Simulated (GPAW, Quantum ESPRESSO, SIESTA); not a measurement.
# Out-of-plane response of wurtzite AlN under biaxial strain, QE, PBE

Calculated with Quantum ESPRESSO 7.5: PBE; plane waves, GBRV 1.5 ultrasoft, 50/300 Ry; k-mesh 8×8×4. The first two cell vectors are strained alike from typed lattice constants; the third vector's length and the atoms are relaxed.

```
in-plane strain (%)  100 ln(c/c at zero strain)
                 -4                       2.017
                 -3                       1.536
                 -2                       1.041
                 -1                       0.516
                  0                           0
                 +1                           ?
                 +2                      -1.158
                 +3                      -1.793
                 +4                      -2.488
```

**Question.** Fit a second-order form in the logarithmic strain to the rows given and interpolate to the withheld row.

**Working.**

With u = ln[(1 + ε)/(1 + ε0)], counted from the row at ε0 = +0 % where y0 = 0, a second-order form y = y0 + a u + b u² makes v = (y − y0)/u a line in u.

```
         u         v
-0.0408220  -49.4096
-0.0304592  -50.4281
-0.0202027  -51.5277
-0.0100503  -51.3416
 0.0198026  -58.4771
 0.0295588  -60.6588
 0.0392207  -63.4359
```

With n = 7: mean u = -0.00185030, mean v = -55.0398, Σ(u − ū)² = 0.0058835, Σ(u − ū)(v − v̄) = -1.0419. Slope b = -1.0419 / 0.0058835 = -177.08; intercept a = v̄ − b ū = -55.367.

At the withheld row u = 0.009950, v = a + b u = -57.13, and y = y0 + u v.

Prediction at +1: -0.5685. The run gave -0.553, so the fit is low by 0.015 (2.8 % of the value).

The first-order term says that the third edge changes by -0.55 % for each per cent of in-plane stretch at ε0. The second-order term makes up 3.1 % of v at the withheld row. Among the rows given, the largest miss of the fit is at -4, by 0.052 (1.2 % of the range of the table).

Limits: The nuclei are static. The DFT runs use Fermi–Dirac occupations of width 0.01 eV, and energies are free energies.

[Logs are printed without paths, hosts, clocks, repeated set-up lines and the standing remarks that a program may print on its own settings, such as how far it seeks lower states.]

[Hosts, paths, dates, database ids (printed as entryN), source tags and the programs' standing remarks are cut or masked in the printed files.]
